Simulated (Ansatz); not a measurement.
Rows from a G0W0 calculation on BaSrYNbO6 (F-43m) (Ansatz 0.2.0; G0W0 on PBE, plane waves, PAW; PAW set soft_1; 4×4×4 mesh, 843 empty bands, screening to 180 eV, plasmon pole, PAW set soft_1 files), in eV. Spin-orbit coupling is left out.

```
row  k  band   start       Σx  Σc at the solution      Vxc
  A  Γ    v1   8.660  -25.418               4.443  -20.405
  B  Γ    c1  11.618  -11.350              -4.723  -16.950
```

Q: Give the quasiparticle energies and the shift of each level.

The quasiparticle equation reads E = start + Σx + Σc(E) − Vxc.

```
row  E (eV)  shift (eV)
  A   8.089      −0.571
  B  12.493      +0.876
```

Limits: not at the basis limit; no spin-orbit coupling.

[Paths, hosts, dates, memory and timing lines, banners, echoed tables and standing remarks are left out of the program output.]

[Logs are printed without paths, hosts, clocks, repeated set-up lines and the standing remarks that a program may print on its own settings, such as how far it seeks lower states.]

[Runs of the session that timed out or met a known fault of the program may be left out.]

[Cells called generated may have been cut or substituted from an entry of the Crystallography Open Database or the Materials Project.]

[Hosts, paths, dates, database ids (printed as entryN), source tags and the programs' standing remarks are cut or masked in the printed files.]
